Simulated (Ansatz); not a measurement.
# How Pd(110) screens a field

Aim: image plane and induced charge of Pd(110).

Main program and level: Ansatz 0.2.0; plane-wave DFT, LDA, Ansatz PAW.

## (1) The structure

The cell holds 7 atoms: 7 Pd. Its edges and angles: a = 3.890 Å, b = 2.751 Å, c = 26.252 Å, α = 90.0°, β = 90.0°, γ = 90.0°. Vacuum lies along c.

## (2) Single point, field 0

A sawtooth potential applies the field, turning back in the middle of the vacuum. With the dipole correction the typed value is the field outside the slab. The induced dipole is small, so the SCF threshold is tight.

input.yaml reads:

```yaml
crystal:
  lattice:
    - [3.89, 0.0, 0.0]
    - [0.0, 2.7506453788, 0.0]
    - [0.0, 0.0, 26.2519361364]
  atoms:
    - { symbol: Pd, position: [0.0, 0.0, 0.3428318564] }
    - { symbol: Pd, position: [0.5, 0.5, 0.3952212376] }
    - { symbol: Pd, position: [0.0, 0.0, 0.4476106188] }
    - { symbol: Pd, position: [0.5, 0.5, 0.5] }
    - { symbol: Pd, position: [0.0, 0.0, 0.5523893812] }
    - { symbol: Pd, position: [0.5, 0.5, 0.6047787624] }
    - { symbol: Pd, position: [0.0, 0.0, 0.6571681436] }
kpoints:
  mp_grid: { grid: [14, 18, 1] }
hamiltonian:
  xc: lda
scf:
  occupations: { method: fermi_dirac, width: 0.1 }
  convergence: { dr2_threshold: 1.0e-10 }
efield:
  axis: 3
  dipole_correction: true
  ramp_position: 0.97
  ramp_width: 0.06
  amplitude: 0
output:
  forces: true
  write_potential: true
  write_density: true
  volumetric_format: npy
```

On the command line:

```console
> ansatz run input.yaml --threads 4 --pin off --max-ram 6144MiB --backend cpu --events-out ev --progress --plain --runs-dir out
```

The runs that follow: single point, field 0.05 V/Å; single point, field -0.05 V/Å; single point, field 0.1 V/Å; single point, field -0.1 V/Å; single point, field 0.2 V/Å; single point, field -0.2 V/Å; atoms held, field 0.4 V/Å; the response; A changed input; the same run with other settings. Settings of the main run: cutoff 420 eV, 14×18×1 k-mesh, Fermi-Dirac occupations, smearing width 0.1 eV, metal Pd, face 110, 7 layers.

Before running: what should come out for the work function; and image plane, upper face?

In the vacuum the potential turns flat, and its height over the Fermi level, 5.24 eV, is the work function of the face beside that plateau. The induced charge has its centre 1.32 Å outside the outermost atoms; this is the plane from which a capacitor's gap or an image potential counts. The equivalent conductor thickness exceeds the distance between the outer atoms by 2.78 Å, about the sum of the two image-plane distances.

```
work function                                : 5.24 eV
image plane, upper face                      : 1.32 Å
induced electrons on the upper face over ε₀E : -1.01
equivalent conductor thickness p/(ε₀AE)      : 11.0 Å
inner field over outer field                 : -0.00638
```

In the middle of the slab the field is screened to under 2 % of its outer value. The atoms are held at bulk positions with the tabulated experimental lattice constant.

[Logs are printed without paths, hosts, clocks, repeated set-up lines and the standing remarks that a program may print on its own settings, such as how far it seeks lower states.]

[Hosts, paths, dates, database ids (printed as entryN), source tags and the programs' standing remarks are cut or masked in the printed files.]

[Maps of the electrostatic potential energy from Ansatz leave out the sawtooth potential of an applied field or a dipole correction, so their vacuum need not be flat; planar profiles and work functions include it.]
